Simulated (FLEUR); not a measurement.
# Fixed-spin-moment curve of AlNi with FLEUR

Aim: the energy of AlNi as a function of its total spin moment.

Main program and level: FLEUR MaX-R8.1; PBE; all-electron FLAPW, Dirac cores, scalar-relativistic bands.

The database entry behind the starting cell differs from later determinations by our own check (about 0.2 % short), so it need not match the best structure at ambient conditions.

## Step 1: Starting point

Symmetry: Pm-3m, No. 221, cubic system. Conventional cell: a = 2.881 Å, b = 2.881 Å, c = 2.881 Å, α = 90.00°, β = 90.00°, γ = 90.00°. Al has 8 Ni at 2.50 Å nearest. Ni has 8 Al at 2.50 Å nearest. Farther neighbours are not listed.

Structure file:

```cif
data_structure
_symmetry_space_group_name_H-M 'Pm-3m'
_symmetry_Int_Tables_number 221
_cell_length_a 2.8810
_cell_length_b 2.8810
_cell_length_c 2.8810
_cell_angle_alpha 90.000
_cell_angle_beta 90.000
_cell_angle_gamma 90.000
_cell_volume 23.91
loop_
_atom_site_label
_atom_site_type_symbol
_atom_site_symmetry_multiplicity
_atom_site_Wyckoff_symbol
_atom_site_fract_x
_atom_site_fract_y
_atom_site_fract_z
_atom_site_occupancy
Al1 Al 1 a 0.00000 0.00000 0.00000 1
Ni1 Ni 1 b 0.50000 0.50000 0.50000 1
```

## Step 2: The free run

The free run tells which range of moments is worth scanning.

inpgen writes inp.xml from crystal.txt; cutoffs, mixing, functional, smearing and local orbitals are then set in the file. The k list default-1 (kpts.xml, not shown) is a Γ-centred 12×12×12 mesh; where the ranks do not divide the number of points, some are split in two of half the weight.

Contents of inp.xml:

```
<?xml version="1.0" encoding="UTF-8" standalone="no"?>
<fleurInput fleurInputVersion="0.39">
   <comment>
      AlNi
   </comment>
   <calculationSetup>
      <cutoffs Kmax="4.14" Gmax="12.4" GmaxXC="12.4" numbands="0"/>
      <scfLoop itmax="120" minDistance="0.00002" maxIterBroyd="15" imix="Anderson" alpha="0.05" precondParam="0.0" spinf="2.0" sdNocoIR="T"/>
      <coreElectrons ctail="T" frcor="F" kcrel="0" coretail_lmax="0"/>
      <xcFunctional name="pbe" relativisticCorrections="F"/>
      <magnetism jspins="2"/>
      <soc l_soc="F" theta="0.0" phi="0.0" spav="F"/>
      <expertModes spex="0" secvar="F"/>
      <geometryOptimization l_f="F" forcealpha="1.0" forcemix="BFGS" epsdisp="0.00001" epsforce="0.00001"/>
      <ldaU l_linMix="F" mixParam="0.05" spinf="1.0"/>
   </calculationSetup>
   <cell>
      <bzIntegration valenceElectrons="21.0" mode="hist" fermiSmearingEnergy="0.00183747">
         <kPointListSelection listName="default-1"/>
         <xi:include xmlns:xi="http://www.w3.org/2001/XInclude" href="kpts.xml"> </xi:include>
      </bzIntegration>
      <xi:include xmlns:xi="http://www.w3.org/2001/XInclude" href="sym.xml"> </xi:include>
      <bulkLattice scale="1.0">
         <bravaisMatrix>
            <row-1>    5.4443009649725989     0.0000000000000000     0.0000000000000000</row-1>
            <row-2>    0.0000000000000000     5.4443009649725989     0.0000000000000000</row-2>
            <row-3>    0.0000000000000000     0.0000000000000000     5.4443009649725989</row-3>
         </bravaisMatrix>
      </bulkLattice>
   </cell>
   <atomSpecies>
      <species name="Aluminum (Al)" element="Al" atomicNumber="13">
         <mtSphere radius="1.81" gridPoints="599" logIncrement="0.019"/>
         <atomicCutoffs lmax="8" lnonsphr="6"/>
         <electronConfig flipSpins="F">
            <coreConfig>(1s1/2) (2s1/2) (2p1/2) (2p3/2)</coreConfig>
            <valenceConfig>(3s1/2) (3p1/2) (3p3/2)</valenceConfig>
            <stateOccupation state="(3p1/2)" spinUp="0.166667" spinDown="0.166667"/>
            <stateOccupation state="(3p3/2)" spinUp="0.333333" spinDown="0.333333"/>
         </electronConfig>
         <energyParameters s="3" p="3" d="3" f="4"/>
      </species>
      <species name="Nickel (Ni1.001" element="Ni" atomicNumber="28">
         <mtSphere radius="2.65" gridPoints="877" logIncrement="0.014"/>
         <atomicCutoffs lmax="10" lnonsphr="8"/>
         <electronConfig flipSpins="F">
            <coreConfig>(1s1/2) (2s1/2) (2p1/2) (2p3/2)</coreConfig>
            <valenceConfig>(3s1/2) (3p1/2) (3p3/2) (4s1/2) (3d3/2) (3d5/2)</valenceConfig>
            <stateOccupation state="(3d3/2)" spinUp="1.6" spinDown="1.6"/>
            <stateOccupation state="(3d5/2)" spinUp="2.9005" spinDown="1.8995"/>
         </electronConfig>
         <energyParameters s="4" p="4" d="3" f="4"/>
         <lo type="SCLO" l="0" n="3" eDeriv="0"/>
         <lo type="SCLO" l="1" n="3" eDeriv="0"/>
      </species>
   </atomSpecies>
   <atomGroups>
      <atomGroup species="Aluminum (Al)">
         <relPos label="                   1">.0000000000 .0000000000 .0000000000</relPos>
         <force calculate="T" relaxXYZ="TTT"/>
      </atomGroup>
      <atomGroup species="Nickel (Ni1.001">
         <relPos label="                   2">1.000/2.000 1.000/2.000 1.000/2.000</relPos>
         <force calculate="T" relaxXYZ="TTT"/>
      </atomGroup>
   </atomGroups>
   <output dos="F" band="F" slice="F">
      <bandDOS minEnergy="-.5*Htr" maxEnergy="0.5*Htr" sigma="0.015" storeEVData="T"/>
      <plotting iplot="0" polar="F">
         <plot TwoD="T" vec1="  1.0  0.0  0.0" vec2="  0.0  1.0  0.0" vec3="  0.0  0.0  1.0" zero="  0.0  0.0  0.0" file="plot"/>
      </plotting>
      <moessbauerParams electricFieldGradient="F" isomerShift="F" coreHyperfine="F" valenceHyperfine="F"/>
   </output>
</fleurInput>
```

Contents of crystal.txt:

```
AlNi
&input film=F cartesian=F /
2.88100000000  0.00000000000  0.00000000000
0.00000000000  2.88100000000  0.00000000000
0.00000000000  0.00000000000  2.88100000000
1.8897261246
1.0 1.0 1.0

2
13 0.00000000000  0.00000000000  0.00000000000
28 0.50000000000  0.50000000000  0.50000000000 : 1.001

&kpt div1=12 div2=12 div3=12 gamma=T /
```

The run is started by

```sh
$ OMP_NUM_THREADS=1 inpgen -f crystal.txt > inpgen.log  # inp.xml is then edited as shown
$ OMP_NUM_THREADS=1 mpirun -n 4 fleur_MPI > fleur.log
```

Log:

```text
Welcome to FLEUR        (www.flapw.de)
      MaX-Release 8.1          (www.max-centre.eu)

 ========== k-point set info ==========
 Selected k-point list: default-1
 k-point list type: mesh
 12 x 12 x 12
 Number of k points: 84

 ------------Calculation Setup---------------------------
 Number of MPI-tasks      :            4
 Number of PE/node        :            4
 Number of OMP-threads    :            1
 k-points in parallel     :            4
 pe's per k-point         :            1
 No of k-point loops      :           21
 Eigenvalue solver        :       lapack
 Number of basis functions:          220
 Approximate size of matrices (H+S) per k-point:         0.001 GB
 --------------------------------------------------------
 Iteration:     1   Distance:      21.95309462 me/bohr^3
 Iteration:     2   Distance:      20.29875496 me/bohr^3
 Iteration:     3   Distance:      15.94207042 me/bohr^3
 Iteration:     4   Distance:      11.01867833 me/bohr^3
 Iteration:     5   Distance:       4.08370947 me/bohr^3
 Iteration:     6   Distance:      10.15542931 me/bohr^3
 Iteration:     7   Distance:       2.82771533 me/bohr^3
 Iteration:     8   Distance:       2.54461166 me/bohr^3
 Iteration:     9   Distance:       1.47471092 me/bohr^3
 Iteration:    10   Distance:       1.59836858 me/bohr^3
 Iteration:    11   Distance:       0.24740502 me/bohr^3
 Iteration:    12   Distance:       0.17543667 me/bohr^3
 Iteration:    13   Distance:       0.07494431 me/bohr^3
 Iteration:    14   Distance:       0.04911920 me/bohr^3
 Iteration:    15   Distance:       0.01240585 me/bohr^3
 Iteration:    16   Distance:       0.01206830 me/bohr^3
 Iteration:    17   Distance:       0.01121267 me/bohr^3
 Iteration:    18   Distance:       0.00289020 me/bohr^3
 Iteration:    19   Distance:       0.00053336 me/bohr^3
 Iteration:    20   Distance:       0.00054714 me/bohr^3
 Iteration:    21   Distance:       0.00017131 me/bohr^3
 Iteration:    22   Distance:       0.00005223 me/bohr^3
 Iteration:    23   Distance:       0.00003010 me/bohr^3
 Iteration:    24   Distance:       0.00001170 me/bohr^3

 ********************************************************************
 Run finished successfully
 Stop message:
   all done
 ********************************************************************

--- out.xml (last complete iteration) ---
<iteration numberForCurrentRun="   24" overallNumber="   24">
         <energyParameters units="Htr">
            <atomicEP atomType="1" spin="1" branch="3s" branchLowest="-3.40" branchHighest="2.80" value="-0.0258816760"/>
            <atomicEP atomType="1" spin="1" branch="3p" branchLowest="-1.97" branchHighest="3.19" value="0.1072706446"/>
            <atomicEP atomType="1" spin="1" branch="3d" branchLowest="-9.99" branchHighest="3.07" value="0.2709066358"/>
            <atomicEP atomType="1" spin="1" branch="4f" branchLowest="-9.99" branchHighest="6.01" value="0.4334267334"/>
            <atomicEP atomType="2" spin="1" branch="4s" branchLowest="-3.44" branchHighest="1.08" value="0.1677522814"/>
            <atomicEP atomType="2" spin="1" branch="4p" branchLowest="-1.99" branchHighest="1.57" value="0.3048280899"/>
            <atomicEP atomType="2" spin="1" branch="3d" branchLowest="-9.99" branchHighest="0.34" value="0.2727664790"/>
            <atomicEP atomType="2" spin="1" branch="4f" branchLowest="-9.99" branchHighest="2.90" value="0.6218132560"/>
            <loAtomicEP atomType="2" spin="1" branch="3s" branchLowest="-35.43" branchHighest="-3.44" value="-3.4434121141"/>
            <loAtomicEP atomType="2" spin="1" branch="3p" branchLowest="-30.39" branchHighest="-1.99" value="-1.9892788542"/>
            <atomicEP atomType="1" spin="2" branch="3s" branchLowest="-3.40" branchHighest="2.80" value="-0.0258816865"/>
            <atomicEP atomType="1" spin="2" branch="3p" branchLowest="-1.97" branchHighest="3.19" value="0.1072706335"/>
            <atomicEP atomType="1" spin="2" branch="3d" branchLowest="-9.99" branchHighest="3.07" value="0.2709066245"/>
            <atomicEP atomType="1" spin="2" branch="4f" branchLowest="-9.99" branchHighest="6.01" value="0.4334267219"/>
            <atomicEP atomType="2" spin="2" branch="4s" branchLowest="-3.44" branchHighest="1.08" value="0.1677527969"/>
            <atomicEP atomType="2" spin="2" branch="4p" branchLowest="-1.99" branchHighest="1.57" value="0.3048287479"/>
            <atomicEP atomType="2" spin="2" branch="3d" branchLowest="-9.99" branchHighest="0.34" value="0.2727665486"/>
            <atomicEP atomType="2" spin="2" branch="4f" branchLowest="-9.99" branchHighest="2.90" value="0.6218140494"/>
            <loAtomicEP atomType="2" spin="2" branch="3s" branchLowest="-35.43" branchHighest="-3.44" value="-3.4434121409"/>
            <loAtomicEP atomType="2" spin="2" branch="3p" branchLowest="-30.39" branchHighest="-1.99" value="-1.9892788798"/>
         </energyParameters>
         <bandgap value="0.0000005953" units="eV"/>
         <sumValenceSingleParticleEnergies value="-15.7229409137" units="Htr"/>
         <FermiEnergy value="0.3551485355" units="Htr"/>
         <valenceDensity>
            <mtCharges spin="1">
               <mtCharge atomType="1" total="0.3285275" s="0.1455854" p="0.1532392" d="0.0274499" f="0.0019862"/>
               <mtCharge atomType="2" total="9.1545508" s="1.3297454" p="3.4028430" d="4.4019863" f="0.0162846"/>
            </mtCharges>
            <mtCharges spin="2">
               <mtCharge atomType="1" total="0.3285275" s="0.1455854" p="0.1532392" d="0.0274499" f="0.0019862"/>
               <mtCharge atomType="2" total="9.1545510" s="1.3297454" p="3.4028430" d="4.4019865" f="0.0162846"/>
            </mtCharges>
            <spinDependentCharge spin="1" total="10.4999999" interstitial="1.0169216" mtSpheres="9.4830783"/>
            <spinDependentCharge spin="2" total="10.5000001" interstitial="1.0169216" mtSpheres="9.4830785"/>
            <totalCharge value="21.0000000000"/>
         </valenceDensity>
         <coreStates atomType="     1" atomicNumber=" 13" spin="1" kinEnergy="    120.1402871811" eigValSum="    -64.4353751493" lostElectrons=" 0.014447">
            <state n="1" l="0" j="0.5" energy="-54.9750193559" weight="1.0000000000"/>
            <state n="2" l="0" j="0.5" energy="-3.4274312702" weight="1.0000000000"/>
            <state n="2" l="1" j="0.5" energy="-2.0217655918" weight="1.0000000000"/>
            <state n="2" l="1" j="1.5" energy="-2.0055794657" weight="2.0000000000"/>
         </coreStates>
         <coreStates atomType="     1" atomicNumber=" 13" spin="2" kinEnergy="    120.1402871804" eigValSum="    -64.4353751516" lostElectrons=" 0.014447">
            <state n="1" l="0" j="0.5" energy="-54.9750193563" weight="1.0000000000"/>
            <state n="2" l="0" j="0.5" energy="-3.4274312705" weight="1.0000000000"/>
            <state n="2" l="1" j="0.5" energy="-2.0217655923" weight="1.0000000000"/>
            <state n="2" l="1" j="1.5" energy="-2.0055794662" weight="2.0000000000"/>
         </coreStates>
         <coreStates atomType="     2" atomicNumber=" 28" spin="1" kinEnergy="    677.2623515337" eigValSum="   -427.7201565405" lostElectrons=" 0.000000">
            <state n="1" l="0" j="0.5" energy="-301.0937063685" weight="1.0000000000"/>
            <state n="2" l="0" j="0.5" energy="-35.4335230671" weight="1.0000000000"/>
            <state n="2" l="1" j="0.5" energy="-30.8260531052" weight="1.0000000000"/>
            <state n="2" l="1" j="1.5" energy="-30.1834369999" weight="2.0000000000"/>
         </coreStates>
         <coreStates atomType="     2" atomicNumber=" 28" spin="2" kinEnergy="    677.2623513969" eigValSum="   -427.7201565856" lostElectrons=" 0.000000">
            <state n="1" l="0" j="0.5" energy="-301.0937063684" weight="1.0000000000"/>
            <state n="2" l="0" j="0.5" energy="-35.4335230809" weight="1.0000000000"/>
            <state n="2" l="1" j="0.5" energy="-30.8260531154" weight="1.0000000000"/>
            <state n="2" l="1" j="1.5" energy="-30.1834370104" weight="2.0000000000"/>
         </coreStates>
         <allElectronCharges>
            <spinDependentCharge spin="1" total="20.4999999" interstitial="1.0304936" mtSpheres="19.4695063"/>
            <spinDependentCharge spin="2" total="20.5000001" interstitial="1.0304936" mtSpheres="19.4695065"/>
            <totalCharge value="40.9999999782"/>
         </allElectronCharges>
         <magneticMomentsInMTSpheres units="muBohr">
            <globalMagMoment atomType="1" vec="0.00000   0.00000   0.00000"/>
            <localMagMoment atomType="1" vec="0.00000   0.00000   0.00000"/>
            <globalMagMoment atomType="2" vec="0.00000   0.00000   0.00000"/>
            <localMagMoment atomType="2" vec="0.00000   0.00000   0.00000"/>
         </magneticMomentsInMTSpheres>
         <moessbauerParams unitsHFF="kG" unitsIS="e/bohr^3" unitsEFG="Htr/bohr^2">
         </moessbauerParams>
         <totalEnergy value="    -1763.7027729474" units="Htr">
            <sumOfEigenvalues value="    -1000.0340043407">
               <coreElectrons value="-984.3110634270"/>
               <valenceElectrons value="-15.7229409137"/>
            </sumOfEigenvalues>
            <densityCoulombPotentialIntegral value="-2681.7111636834"/>
            <densityEffectivePotentialIntegral value="-2788.5084692211"/>
            <chargeDenXCDenIntegral value="-82.3265604575"/>
            <FockExchangeEnergyValence value="0.0000000000"/>
            <FockExchangeEnergyCore value="0.0000000000"/>
            <atomTypeDependentContributions atomType="1">
               <electronNucleiInteractionDifferentMTs value="284.9822925401"/>
               <MadelungTerm value="-8.7699739487"/>
            </atomTypeDependentContributions>
            <atomTypeDependentContributions atomType="2">
               <electronNucleiInteractionDifferentMTs value="1832.2582676275"/>
               <MadelungTerm value="-2.9845614124"/>
            </atomTypeDependentContributions>
            <tkbTimesEntropy value="0.0002676616"/>
            <freeEnergy value="-1763.7030406091"/>
            <extrapolationTo0K value="-1763.7029067782"/>
         </totalEnergy>
         <densityConvergence units="me/bohr^3">
            <chargeDensity spin="1" distance="0.0000042472"/>
            <chargeDensity spin="2" distance="0.0000108104"/>
            <overallChargeDensity distance="0.0000117045"/>
            <spinDensity distance="0.0000115244"/>
         </densityConvergence>
      </iteration>
```

Run time: 13 s. Hardware: 4 MPI ranks of AMD EPYC 9R45, shared host; peak memory 0.26 GiB; 49 s of CPU time.

Read from the output:

* free energy: -47992.8047 eV
* program's band gap on this mesh (in a metal only a level spacing): 5.95e-7 eV
* final state: non-magnetic

After 24 cycles the seed has died away: no moment is left.

## Step 3: No spin polarisation

inp.xml, as its differences from that of step 2:

```diff
@@ -10,3 +10,3 @@
       <xcFunctional name="pbe" relativisticCorrections="F"/>
-      <magnetism jspins="2"/>
+      <magnetism jspins="1"/>
       <soc l_soc="F" theta="0.0" phi="0.0" spav="F"/>
@@ -42,3 +42,3 @@
       </species>
-      <species name="Nickel (Ni1.001" element="Ni" atomicNumber="28">
+      <species name="Nickel (Ni)" element="Ni" atomicNumber="28">
          <mtSphere radius="2.65" gridPoints="877" logIncrement="0.014"/>
@@ -48,4 +48,4 @@
             <valenceConfig>(3s1/2) (3p1/2) (3p3/2) (4s1/2) (3d3/2) (3d5/2)</valenceConfig>
-            <stateOccupation state="(3d3/2)" spinUp="1.6" spinDown="1.6"/>
-            <stateOccupation state="(3d5/2)" spinUp="2.9005" spinDown="1.8995"/>
+            <stateOccupation state="(3d3/2)" spinUp="1.600000" spinDown="1.600000"/>
+            <stateOccupation state="(3d5/2)" spinUp="2.400000" spinDown="2.400000"/>
          </electronConfig>
@@ -61,3 +61,3 @@
       </atomGroup>
-      <atomGroup species="Nickel (Ni1.001">
+      <atomGroup species="Nickel (Ni)">
          <relPos label="                   2">1.000/2.000 1.000/2.000 1.000/2.000</relPos>
```

crystal.txt, as its differences from that of step 2:

```diff
@@ -10,3 +10,3 @@
 13 0.00000000000  0.00000000000  0.00000000000
-28 0.50000000000  0.50000000000  0.50000000000 : 1.001
+28 0.50000000000  0.50000000000  0.50000000000
```

Log:

```text
[banner, memory and clock lines left out]
Welcome to FLEUR        (www.flapw.de)
      MaX-Release 8.1          (www.max-centre.eu)

 ========== k-point set info ==========
 Selected k-point list: default-1
 k-point list type: mesh
 12 x 12 x 12
 Number of k points: 84

 [... set-up left out ...]
 Iteration:     1   Distance:      17.04496929 me/bohr^3
 Iteration:     2   Distance:      11.26367252 me/bohr^3
 Iteration:     3   Distance:       6.18770472 me/bohr^3
 Iteration:     4   Distance:       5.82194516 me/bohr^3
 Iteration:     5   Distance:       3.04328492 me/bohr^3
 Iteration:     6   Distance:       2.36823833 me/bohr^3
 Iteration:     7   Distance:       1.10629364 me/bohr^3
 Iteration:     8   Distance:       0.03849169 me/bohr^3
 Iteration:     9   Distance:       0.07238803 me/bohr^3
 Iteration:    10   Distance:       0.02383819 me/bohr^3
 Iteration:    11   Distance:       0.01595472 me/bohr^3
 Iteration:    12   Distance:       0.00069913 me/bohr^3
 Iteration:    13   Distance:       0.00018848 me/bohr^3
 Iteration:    14   Distance:       0.00009558 me/bohr^3
 Iteration:    15   Distance:       0.00001120 me/bohr^3

 ********************************************************************
 Run finished successfully
 Stop message:
   all done
 ********************************************************************

--- out.xml (last complete iteration) ---
<iteration numberForCurrentRun="   15" overallNumber="   15">
         [... left out ...]
         <bandgap value="0.0515672490" units="eV"/>
         <sumValenceSingleParticleEnergies value="-15.7229436867" units="Htr"/>
         <FermiEnergy value="0.3551481914" units="Htr"/>
         [... left out ...]
         <totalEnergy value="    -1763.7027730771" units="Htr">
            <sumOfEigenvalues value="    -1000.0340089655">
               <coreElectrons value="-984.3110652788"/>
               <valenceElectrons value="-15.7229436867"/>
            </sumOfEigenvalues>
         [... left out ...]
            <freeEnergy value="-1763.7030406413"/>
            <extrapolationTo0K value="-1763.7029068592"/>
         </totalEnergy>
         <densityConvergence units="me/bohr^3">
            <chargeDensity spin="1" distance="0.0000111970"/>
         </densityConvergence>
      </iteration>
```

Elapsed: 5.8 s, on 4 MPI ranks; peak memory 0.23 GiB; 23 s of CPU time.

Numbers from this step:

```yaml
free_energy: -47992.8047 eV
program_s_band_gap_on_this_mesh_in_a_metal_only_a_level_spacing: 0.05157 eV
final_state: non-magnetic (no spin polarisation)
```

Its energy lies -0.0 meV a cell from the free run's.

[end of part 1 of 2]

[Logs and program files are shortened in this print: banners, set-up blocks, solver, clock and traceback lines can be left out without a mark of their own.]

[Logs are printed without paths, hosts, clocks, repeated set-up lines and the standing remarks that a program may print on its own settings, such as how far it seeks lower states.]

[Hosts, paths, dates, database ids (printed as entryN), source tags and the programs' standing remarks are cut or masked in the printed files.]

[Where a cell is said to come from a database of computed structures, the database is the Materials Project.]
